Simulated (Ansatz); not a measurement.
# Y on Re(0001): change of the work function

How does one ordered layer of Y (hcp site) change the work function of Re(0001), and what dipole does each adsorbate carry?

Calculated with Ansatz 0.2.0; plane-wave DFT, PBE, Ansatz PAW.

**1. Set-up**

The cell holds 4 atoms: 4 Re. Cell: a = 2.760 Å, b = 2.760 Å, c = 24.686 Å, α = 90.0°, β = 90.0°, γ = 60.0°. Vacuum lies along c.

**2. The clean slab**

The bare slab comes first, as the zero from which every change is counted. The two lowest layers are held at bulk places and the upper ones relax. The dipole correction removes the false field that a one-sided slab makes across the periodic vacuum, so each face gets a flat vacuum level of its own.

input.yaml reads:

```yaml
crystal:
  lattice:
    - [2.76, 0.0, 0.0]
    - [1.38, 2.3902301144, 0.0]
    - [0.0, 0.0, 24.6861]
  atoms:
    - { symbol: Re, position: [0.6666666667, 0.6666666667, 0.3645776368] }
    - { symbol: Re, position: [0.0, 0.0, 0.4548592123] }
    - { symbol: Re, position: [0.6666666667, 0.6666666667, 0.5451407877] }
    - { symbol: Re, position: [0.0, 0.0, 0.6354223632] }
kpoints:
  mp_grid: { grid: [12, 12, 1] }
hamiltonian:
  xc: pbe
scf:
  occupations: { method: fermi_dirac, width: 0.1 }
  convergence: { dr2_threshold: 1.0e-08 }
efield:
  axis: 3
  dipole_correction: true
  ramp_position: 0.97
  ramp_width: 0.06
relax:
  f_tol: 0.02
  max_steps: 60
  constraints: [{ sites: [0, 1] }]
output:
  write_potential: true
  write_density: true
  volumetric_format: npy
```

Run with:

```sh
> ansatz run input.yaml --threads 4 --pin off --max-ram 6144MiB --backend cpu --events-out ev --progress --plain --runs-dir out
```

Numbers of over 12 decimals in the logs are rounded to 6 here.

What it wrote:

```text
Engine: ansatz 0.2.0, aarch64-unknown-linux-gnu
Pseudopotentials: kind: paw
Pseudopotential: Re, paw, valence charge 15, recommended cutoff 420 eV (normal), Re.paw.azcp
Functional definition: PBE
  parameter kappa = 0.804
  parameter beta = 0.066725
  exchange = pbe_x(kappa = kappa, mu = beta*pi^2/3)
  correlation = pbe_c(beta = beta)
Crystal: 4 atoms, lattice volume = 162.855 Å³
Basis set: ecut = 420 eV, 3161 PW (Γ), exchange–correlation on 40×40×360 points (8 copies of the dense FFT grid, shifted against one another)
Bands: 36, of which v1, the nominal top of the filled ones, is band 30 counted from 1 (29 counted from 0)
Symmetry: 6 space group operations
k-points: 19 of 144 (time reversal used)
Non-local potential: Re, projectors of the file, l = 0: 3, l = 1: 2, l = 2: 2, l = 3: 1
PAW form: soft (Blöchl's): semilocal exchange-correlation on the pseudo side does not see the compensation charge
PAW one-centre angular grid: Re, 590 points (default); XC on 64 Gauss nodes
Initial density: superposition of atomic densities (neutral atoms: chi_scale 0, normalization atom), corrected by the library's trained network
Initial wavefunctions: pseudopotential atomic-orbital guess
Functional: x = pbe(κ = 0.804, μ = 0.219515), c = pbe(β = 0.066725)
SCF iter   1: F=—  HF=-43470.073394 eV  |F-HF|=—  |Δ(HF+E_count)|=         —  Δρ=6.49e-3  dr2=3.96e-1  ethr=1.77e-3  p=0.000 e·Å  D=1.03e-14 V/Å  ΔV_dip=-0.00 eV  dr2_dipole=5.24e-8  V_vac-E_F(+/−)=5.13/5.13 eV  ⟨swp⟩=7.9  Hψ=3317  notcnv=0
efield: sawtooth ramp at fractional position 0.9700 (set: `efield.ramp_position`, or a place that a band, a saddle search or an elastic batch's reference lends), width 0.0600; the density the first Hamiltonian is built on has a dipole p = 0.000 e·Å; the dipole correction subtracts the counter field D = 1.03e-14 V/Å, which shifts the + side's vacuum level by -0.00 eV against the − side's; the planar-averaged density in the ramp window peaks in size at 1.2e-5 e/Å³
preconditioner: auto → LDOS  [metal: Δε(μ)=0.145 eV  Ē_g=4.940 eV  σ=0.100 eV  W_gap=0.31  n_scr=18 (ndim 8)  ℏωp=15.4 eV  f_vac=0.572  D(μ)=3.17/eV (n_scr^D=14)  β→1.0]
SCF iter   2: F=—  HF=-43470.065309 eV  |F-HF|=—  |Δ(HF+E_count)|=   8.08e-3  Δρ=2.70e-3  dr2=5.86e-2  ethr=6.60e-4  p=-0.000 e·Å  D=-1.86e-4 V/Å  ΔV_dip=0.00 eV  dr2_dipole=4.89e-7  V_vac-E_F(+/−)=5.02/5.01 eV  ⟨swp⟩=2.2  Hψ=1103  notcnv=0
SCF iter   3: F=—  HF=-43470.061205 eV  |F-HF|=—  |Δ(HF+E_count)|=   4.10e-3  Δρ=1.06e-3  dr2=7.02e-3  ethr=9.77e-5  p=0.000 e·Å  D=1.32e-4 V/Å  ΔV_dip=-0.00 eV  dr2_dipole=1.54e-8  V_vac-E_F(+/−)=5.08/5.09 eV  ⟨swp⟩=2.2  Hψ=1102  notcnv=0
SCF iter   4: F=—  HF=-43470.059915 eV  |F-HF|=—  |Δ(HF+E_count)|=   1.29e-3  Δρ=2.86e-4  dr2=2.30e-4  ethr=1.17e-5  p=0.000 e·Å  D=1.88e-5 V/Å  ΔV_dip=-0.00 eV  dr2_dipole=5.77e-8  V_vac-E_F(+/−)=5.07/5.07 eV  ⟨swp⟩=2.7  Hψ=1124  notcnv=0
SCF iter   5: F=—  HF=-43470.059967 eV  |F-HF|=—  |Δ(HF+E_count)|=   5.21e-5  Δρ=8.74e-5  dr2=3.61e-5  ethr=3.84e-7  p=0.000 e·Å  D=1.32e-5 V/Å  ΔV_dip=-0.00 eV  dr2_dipole=1.64e-8  V_vac-E_F(+/−)=5.07/5.07 eV  ⟨swp⟩=2.9  Hψ=1248  notcnv=0
SCF iter   6: F=—  HF=-43470.059973 eV  |F-HF|=—  |Δ(HF+E_count)|=   6.28e-6  Δρ=2.63e-5  dr2=2.08e-6  ethr=6.01e-8  p=0.000 e·Å  D=8.32e-6 V/Å  ΔV_dip=-0.00 eV  dr2_dipole=1.56e-9  V_vac-E_F(+/−)=5.07/5.07 eV  ⟨swp⟩=2.3  Hψ=954  notcnv=0
SCF iter   7: F=—  HF=-43470.059979 eV  |F-HF|=—  |Δ(HF+E_count)|=   5.44e-6  Δρ=7.26e-6  dr2=1.42e-7  ethr=3.46e-9  p=0.000 e·Å  D=1.99e-6 V/Å  ΔV_dip=-0.00 eV  dr2_dipole=5.20e-11  V_vac-E_F(+/−)=5.07/5.07 eV  ⟨swp⟩=2.7  Hψ=1234  notcnv=0
SCF iter   8: F=-43470.059979 eV  HF=-43470.059979 eV  |F-HF|=9.43e-9  |Δ(HF+E_count)|=   6.97e-8  Δρ=1.39e-6  dr2=4.79e-9  ethr=1.67e-11  p=0.000 e·Å  D=9.70e-7 V/Å  ΔV_dip=-0.00 eV  dr2_dipole=5.59e-13  V_vac-E_F(+/−)=5.07/5.07 eV  ⟨swp⟩=9.1  Hψ=5854  notcnv=0
SCF 1 converged in 8 iterations: F = -43470.059979 eV  dr2 = 4.79e-9
  greatest PAW one-centre occupation: 1.000 electrons in one spin orbital (limit 2), on the Re atom at site 1 (counted from 0), in its partial waves of l = 0
relax step   1: F+E_penalty+E_count = -43470.05997869 eV  Δ(F+E_penalty+E_count) = +0.000e0 eV  max|allowed force component| = 1.546e0 eV/Å  Δτ_max = 0.0000 Å  (8 SCF iters, accepted)
Initial density: handed on by an earlier stage of this run
Initial wavefunctions: those handed on with the density
SCF iter   1: F=—  HF=-43470.127331 eV  |F-HF|=—  |Δ(HF+E_count)|=         —  Δρ=1.40e-2  dr2=2.26e0  ethr=3.10e-3  p=0.000 e·Å  D=9.81e-7 V/Å  ΔV_dip=-0.00 eV  dr2_dipole=3.13e-1  V_vac-E_F(+/−)=5.18/5.18 eV  ⟨swp⟩=5.7  Hψ=2111  notcnv=0
efield: sawtooth ramp at fractional position 0.9700 (set: `efield.ramp_position`, or a place that a band, a saddle search or an elastic batch's reference lends), width 0.0600; the density the first Hamiltonian is built on has a dipole p = 0.000 e·Å; the dipole correction subtracts the counter field D = 9.81e-7 V/Å, which shifts the + side's vacuum level by -0.00 eV against the − side's; the planar-averaged density in the ramp window peaks in size at 3.6e-7 e/Å³
preconditioner: auto → LDOS  [metal: Δε(μ)=0.101 eV  Ē_g=5.134 eV  σ=0.100 eV  W_gap=0.24  n_scr=18 (ndim 8)  ℏωp=15.4 eV  f_vac=0.577  D(μ)=2.82/eV (n_scr^D=12)  β→1.0]
SCF iter   2: F=—  HF=-43470.142422 eV  |F-HF|=—  |Δ(HF+E_count)|=   1.51e-2  Δρ=1.25e-2  dr2=1.34e0  ethr=3.10e-3  p=0.018 e·Å  D=2.00e-2 V/Å  ΔV_dip=-0.49 eV  dr2_dipole=5.30e-2  V_vac-E_F(+/−)=4.64/5.13 eV  ⟨swp⟩=2.5  Hψ=1237  notcnv=0
SCF iter   3: F=—  HF=-43469.962912 eV  |F-HF|=—  |Δ(HF+E_count)|=   1.80e-1  Δρ=1.93e-3  dr2=1.22e-2  ethr=2.24e-3  p=0.011 e·Å  D=1.18e-2 V/Å  ΔV_dip=-0.29 eV  dr2_dipole=1.59e-3  V_vac-E_F(+/−)=4.89/5.18 eV  ⟨swp⟩=2.1  Hψ=1064  notcnv=0
SCF iter   4: F=—  HF=-43469.956771 eV  |F-HF|=—  |Δ(HF+E_count)|=   6.14e-3  Δρ=8.37e-4  dr2=2.31e-3  ethr=2.03e-5  p=0.011 e·Å  D=1.18e-2 V/Å  ΔV_dip=-0.29 eV  dr2_dipole=3.17e-5  V_vac-E_F(+/−)=4.89/5.18 eV  ⟨swp⟩=3.1  Hψ=1355  notcnv=0
SCF iter   5: F=—  HF=-43469.956572 eV  |F-HF|=—  |Δ(HF+E_count)|=   1.99e-4  Δρ=1.69e-4  dr2=1.88e-4  ethr=3.85e-6  p=0.011 e·Å  D=1.23e-2 V/Å  ΔV_dip=-0.30 eV  dr2_dipole=2.82e-5  V_vac-E_F(+/−)=4.88/5.18 eV  ⟨swp⟩=2.3  Hψ=1037  notcnv=0
SCF iter   6: F=—  HF=-43469.956584 eV  |F-HF|=—  |Δ(HF+E_count)|=   1.19e-5  Δρ=6.47e-5  dr2=1.48e-5  ethr=3.13e-7  p=0.011 e·Å  D=1.24e-2 V/Å  ΔV_dip=-0.31 eV  dr2_dipole=9.39e-7  V_vac-E_F(+/−)=4.88/5.18 eV  ⟨swp⟩=2.7  Hψ=1370  notcnv=0
[...]
SCF iter   4: F=—  HF=-43470.145119 eV  |F-HF|=—  |Δ(HF+E_count)|=   4.46e-4  Δρ=3.61e-4  dr2=2.53e-4  ethr=4.63e-6  p=0.006 e·Å  D=6.86e-3 V/Å  ΔV_dip=-0.17 eV  dr2_dipole=1.65e-5  V_vac-E_F(+/−)=4.96/5.13 eV  ⟨swp⟩=2.8  Hψ=1372  notcnv=0
SCF iter   5: F=—  HF=-43470.145167 eV  |F-HF|=—  |Δ(HF+E_count)|=   4.84e-5  Δρ=1.48e-4  dr2=2.69e-5  ethr=4.21e-7  p=0.006 e·Å  D=6.43e-3 V/Å  ΔV_dip=-0.16 eV  dr2_dipole=6.31e-7  V_vac-E_F(+/−)=4.96/5.12 eV  ⟨swp⟩=2.8  Hψ=1225  notcnv=0
SCF iter   6: F=—  HF=-43470.145204 eV  |F-HF|=—  |Δ(HF+E_count)|=   3.72e-5  Δρ=4.20e-5  dr2=6.05e-6  ethr=4.48e-8  p=0.006 e·Å  D=6.32e-3 V/Å  ΔV_dip=-0.16 eV  dr2_dipole=2.65e-7  V_vac-E_F(+/−)=4.97/5.12 eV  ⟨swp⟩=2.8  Hψ=1275  notcnv=0
SCF iter   7: F=—  HF=-43470.145204 eV  |F-HF|=—  |Δ(HF+E_count)|=   1.40e-7  Δρ=1.19e-5  dr2=2.21e-7  ethr=1.01e-8  p=0.006 e·Å  D=6.24e-3 V/Å  ΔV_dip=-0.15 eV  dr2_dipole=1.73e-8  V_vac-E_F(+/−)=4.97/5.12 eV  ⟨swp⟩=2.1  Hψ=978  notcnv=0
SCF iter   8: F=—  HF=-43470.145205 eV  |F-HF|=—  |Δ(HF+E_count)|=   3.92e-7  Δρ=3.38e-6  dr2=2.30e-8  ethr=3.69e-10  p=0.006 e·Å  D=6.22e-3 V/Å  ΔV_dip=-0.15 eV  dr2_dipole=1.06e-9  V_vac-E_F(+/−)=4.97/5.12 eV  ⟨swp⟩=2.9  Hψ=1409  notcnv=0
SCF iter   9: F=-43470.145205 eV  HF=-43470.145205 eV  |F-HF|=2.57e-9  |Δ(HF+E_count)|=   2.21e-8  Δρ=7.78e-7  dr2=2.03e-9  ethr=1.67e-11  p=0.006 e·Å  D=6.22e-3 V/Å  ΔV_dip=-0.15 eV  dr2_dipole=7.44e-11  V_vac-E_F(+/−)=4.97/5.12 eV  ⟨swp⟩=11.0  Hψ=5187  notcnv=0
SCF 3 converged in 9 iterations: F = -43470.145205 eV  dr2 = 2.03e-9
relax step   3: F+E_penalty+E_count = -43470.14520463 eV  Δ(F+E_penalty+E_count) = -8.523e-2 eV  max|allowed force component| = 1.071e-1 eV/Å  Δτ_max = 0.0714 Å  (9 SCF iters, accepted)
SCF iter   1: F=—  HF=-43470.149666 eV  |F-HF|=—  |Δ(HF+E_count)|=         —  Δρ=2.54e-3  dr2=6.39e-2  ethr=1.13e-3  p=0.006 e·Å  D=6.22e-3 V/Å  ΔV_dip=-0.15 eV  dr2_dipole=6.22e-3  V_vac-E_F(+/−)=4.97/5.12 eV  ⟨swp⟩=2.7  Hψ=1318  notcnv=0
efield: sawtooth ramp at fractional position 0.9700 (set: `efield.ramp_position`, or a place that a band, a saddle search or an elastic batch's reference lends), width 0.0600; the density the first Hamiltonian is built on has a dipole p = 0.006 e·Å; the dipole correction subtracts the counter field D = 6.22e-3 V/Å, which shifts the + side's vacuum level by -0.15 eV against the − side's; the planar-averaged density in the ramp window peaks in size at 1.2e-6 e/Å³
preconditioner: auto → LDOS  [metal: Δε(μ)=0.105 eV  Ē_g=4.965 eV  σ=0.100 eV  W_gap=0.26  n_scr=18 (ndim 8)  ℏωp=15.4 eV  f_vac=0.572  D(μ)=2.96/eV (n_scr^D=14)  β→1.0]
SCF iter   2: F=—  HF=-43470.148441 eV  |F-HF|=—  |Δ(HF+E_count)|=   1.22e-3  Δρ=1.78e-3  dr2=2.92e-2  ethr=1.06e-4  p=0.005 e·Å  D=5.72e-3 V/Å  ΔV_dip=-0.14 eV  dr2_dipole=2.04e-4  V_vac-E_F(+/−)=4.99/5.13 eV  ⟨swp⟩=1.9  Hψ=991  notcnv=0
SCF iter   3: F=—  HF=-43470.146765 eV  |F-HF|=—  |Δ(HF+E_count)|=   1.68e-3  Δρ=3.86e-4  dr2=1.39e-3  ethr=4.87e-5  p=0.005 e·Å  D=6.07e-3 V/Å  ΔV_dip=-0.15 eV  dr2_dipole=1.70e-4  V_vac-E_F(+/−)=4.98/5.13 eV  ⟨swp⟩=2.1  Hψ=893  notcnv=0
SCF iter   4: F=—  HF=-43470.146630 eV  |F-HF|=—  |Δ(HF+E_count)|=   1.36e-4  Δρ=1.03e-4  dr2=6.41e-5  ethr=2.32e-6  p=0.005 e·Å  D=6.01e-3 V/Å  ΔV_dip=-0.15 eV  dr2_dipole=3.53e-6  V_vac-E_F(+/−)=4.98/5.13 eV  ⟨swp⟩=2.7  Hψ=1136  notcnv=0
SCF iter   5: F=—  HF=-43470.146624 eV  |F-HF|=—  |Δ(HF+E_count)|=   5.12e-6  Δρ=2.92e-5  dr2=2.62e-6  ethr=1.07e-7  p=0.005 e·Å  D=6.04e-3 V/Å  ΔV_dip=-0.15 eV  dr2_dipole=2.12e-7  V_vac-E_F(+/−)=4.98/5.13 eV  ⟨swp⟩=2.7  Hψ=1159  notcnv=0
SCF iter   6: F=—  HF=-43470.146627 eV  |F-HF|=—  |Δ(HF+E_count)|=   2.41e-6  Δρ=1.21e-5  dr2=2.24e-7  ethr=4.37e-9  p=0.005 e·Å  D=6.08e-3 V/Å  ΔV_dip=-0.15 eV  dr2_dipole=2.51e-9  V_vac-E_F(+/−)=4.98/5.13 eV  ⟨swp⟩=2.6  Hψ=1044  notcnv=0
SCF iter   7: F=—  HF=-43470.146627 eV  |F-HF|=—  |Δ(HF+E_count)|=   4.52e-7  Δρ=3.64e-6  dr2=5.29e-8  ethr=3.73e-10  p=0.005 e·Å  D=6.11e-3 V/Å  ΔV_dip=-0.15 eV  dr2_dipole=1.69e-8  V_vac-E_F(+/−)=4.98/5.13 eV  ⟨swp⟩=2.8  Hψ=1205  notcnv=0
SCF iter   8: F=-43470.146627 eV  HF=-43470.146627 eV  |F-HF|=2.49e-9  |Δ(HF+E_count)|=   4.09e-8  Δρ=8.99e-7  dr2=3.68e-9  ethr=1.67e-11  p=0.006 e·Å  D=6.12e-3 V/Å  ΔV_dip=-0.15 eV  dr2_dipole=6.41e-10  V_vac-E_F(+/−)=4.98/5.13 eV  ⟨swp⟩=8.8  Hψ=5389  notcnv=0
SCF 4 converged in 8 iterations: F = -43470.146627 eV  dr2 = 3.68e-9
relax step   4: F+E_penalty+E_count = -43470.14662740 eV  Δ(F+E_penalty+E_count) = -1.423e-3 eV  max|allowed force component| = 1.947e-2 eV/Å  Δτ_max = 0.0250 Å  (8 SCF iters, accepted)
NSCF: frozen V_eff on 19 k-points
the band table was solved once a step of the walk had ended and its energy, with any forces and stress, was formed, with the checks that follow a solve (3198 applications of the Hamiltonian). They found nothing against the state; the energy, forces and stress were not computed again (output.eigenvalues in the input reference)
WARN: The input density's exchange-correlation potential varies sharply where the density is thin. Do not read a vacuum level from v_tot or v_xc, or from such a field of the output density. On a cell that repeats whose density bears no net charge and no dipole along the vacuum's axis use v_es (v_loc + v_h of the components); under efield.dipole_correction with no amplitude use v_es + v_field, which holds any external [...]
SCF converged after 8 iterations
Free energy (F): -43470.146627 eV
Harris-Foulkes:  -43470.146627 eV  (|F-HF|=2.49e-9)
Internal energy: -43470.042428 eV  (E = F + TS)
E sigma→0 (E₀):  -43470.094528 eV
Entropy (-TS):   -0.104200 eV (-26.050 meV/atom)
Fermi energy:    5.510319 eV
Dipole field:    D = 0.006161 V/Å  (p = 0.005545 e·Å, saw-weighted, corrected)
Work function:   Φ+ = 4.9767 eV   Φ− = 5.1288 eV
Levels:          The Fermi level and band energies are counted from a zero that moves with the ramp; work functions are not
--- Per-component energies (eV) ---
  E_band       = -1385.112362
  E_kinetic    = 2155.789991
  E_local      = -87633.757156  (includes V_loc(G=0)·N_el)
  E_nonlocal   = 197.172927
  E_hartree    = 42840.063587
  E_xc         = -1611.330171
  E_vxc        = -1210.279722  (∫ρ·V_xc dr)
  E_paw        = -34636.347582  (= ΣΔE_a)
  E_vpaw       = -574.148245  (= ΣTr[D̂ρ^β])
  E_aug_tail   = -0.000303  (compensation charges beyond the density's cutoff)
  E_efield     = 0.000017  (sawtooth field / dipole correction)
  E_vefield    = -0.007028  (∫n·V_field dr)
  E_ewald      = 35218.366263
  E_smearing   = -0.104200  (= −TS)
  E_closure    = -0.000000  (closes the sum)
  Σ components = -43470.146627   (vs F -43470.146627, Δ=0.00e0)
--- Forces (eV/Å), atoms counted from 1 ---
  atom   1  Re    -0.00000000     0.00000000     1.22923125
  atom   2  Re     0.00000000    -0.00000000    -1.19437258
  atom   3  Re    -0.00000000     0.00000000    -0.01947126
  atom   4  Re     0.00000000    -0.00000000    -0.01539444
  max |Σ_I F_I| component: 7.04e-6 eV/Å
--- Band table (eV; the first three rows and the last of 19) ---
  k-point 0: bands = [... 26 lower, 4.0297, 4.4145, 4.4145, 4.6328, 4.6328, 5.2406, 6.1823, 6.4245, ... 2 higher]
  k-point 1: bands = [... 26 lower, 4.2090, 4.3362, 4.4192, 4.6238, 4.8469, 5.2075, 5.5622, 6.3002, ... 2 higher]
  k-point 2: bands = [... 26 lower, 4.3759, 4.6367, 4.7630, 4.7857, 5.1375, 5.1799, 5.4499, 6.2599, ... 2 higher]
  k-point 18: bands = [... 26 lower, 4.0248, 4.0270, 4.0681, 5.3798, 6.3486, 7.7069, 7.9282, 8.0102, ... 2 higher]
--- Relaxed structure (4 steps of the walk, 3 accepted, 0 SCFs on fresh bases) ---
  F+E_penalty+E_count = -43470.14662740 eV   max|allowed force component| = 1.947e-2 eV/Å
  atoms:
    - { symbol: Re, position: [0.666667, 0.666667, 0.3645776368] }
    - { symbol: Re, position: [0.0, 0.0, 0.4548592123] }
    - { symbol: Re, position: [0.666667, 0.666667, 0.549008] }
    - { symbol: Re, position: [1.474609716898122e-19, -2.9492194337962723e-19, 0.634651] }
```

It took 20 s on 4 threads of Arm Neoverse N1, shared host; peak memory 0.46 GiB.

Step by step:

```
step  energy less that of the first step (eV)  largest force component (eV/Å)
   1                                   0.0000                          1.5464
   2                                   0.1034                          2.7383
   3                                  -0.0852                          0.1071
   4                                  -0.0866                          0.0195
```

Relaxation step 2 was tried and not accepted.

The run keeps the 6 symmetry operations that it works with, so distortions that break them were not tested.

The atoms that moved most (Å):

```
atom     dx     dy      dz  length
 Re3  0.000  0.000   0.095   0.095
 Re4  0.000  0.000  -0.019   0.019
```

The relaxed structure:

```xyz
4
Lattice="2.7600 0.0000 0.0000 1.3800 2.3902 0.0000 0.0000 0.0000 24.6861" Properties=species:S:1:pos:R:3
Re    2.7600    1.5935    9.0000
Re    0.0000    0.0000   11.2287
Re    2.7600    1.5935   13.5529
Re    0.0000    0.0000   15.6671
```

Numbers from this step:

* energy at zero smearing: -43470.0945 eV
* work function, upper face: 4.977 eV
* work function, lower face: 5.129 eV
* dipole along the normal: 0.005545 e·Å
* step between the vacuum levels: -0.1521 eV

Running mean over 2.2287 Å of the planar mean; the ramp of the sawtooth is left out. Table of electron's electrostatic potential energy less the Fermi level by z:

```
z (Å)  electron's electrostatic potential energy less the Fermi level (eV)
    4                                                                 5.13
    5                                                                 5.12
    6                                                                 5.01
    7                                                                 3.65
    8                                                                -6.10
    9                                                                -13.0
   10                                                                -13.3
   11                                                                -13.4
   12                                                                -12.5
   13                                                                -12.8
   14                                                                -14.1
   15                                                                -14.3
   16                                                                -12.2
   17                                                                -1.90
   18                                                                 4.35
   19                                                                 4.93
   20                                                                 4.97
   21                                                                 4.98
```

The relaxation took 4 steps and lowered the energy by 0.087 eV; the largest force on the free atoms ends at 0.019 eV/Å.

The work function of the upper face is 4.98 eV.

[end of part 1 of 4]

[Logs are printed without paths, hosts, clocks, repeated set-up lines and the standing remarks that a program may print on its own settings, such as how far it seeks lower states.]

[Hosts, paths, dates, database ids (printed as entryN), source tags and the programs' standing remarks are cut or masked in the printed files.]

[Maps of the electrostatic potential energy from Ansatz leave out the sawtooth potential of an applied field or a dipole correction, so their vacuum need not be flat; planar profiles and work functions include it.]
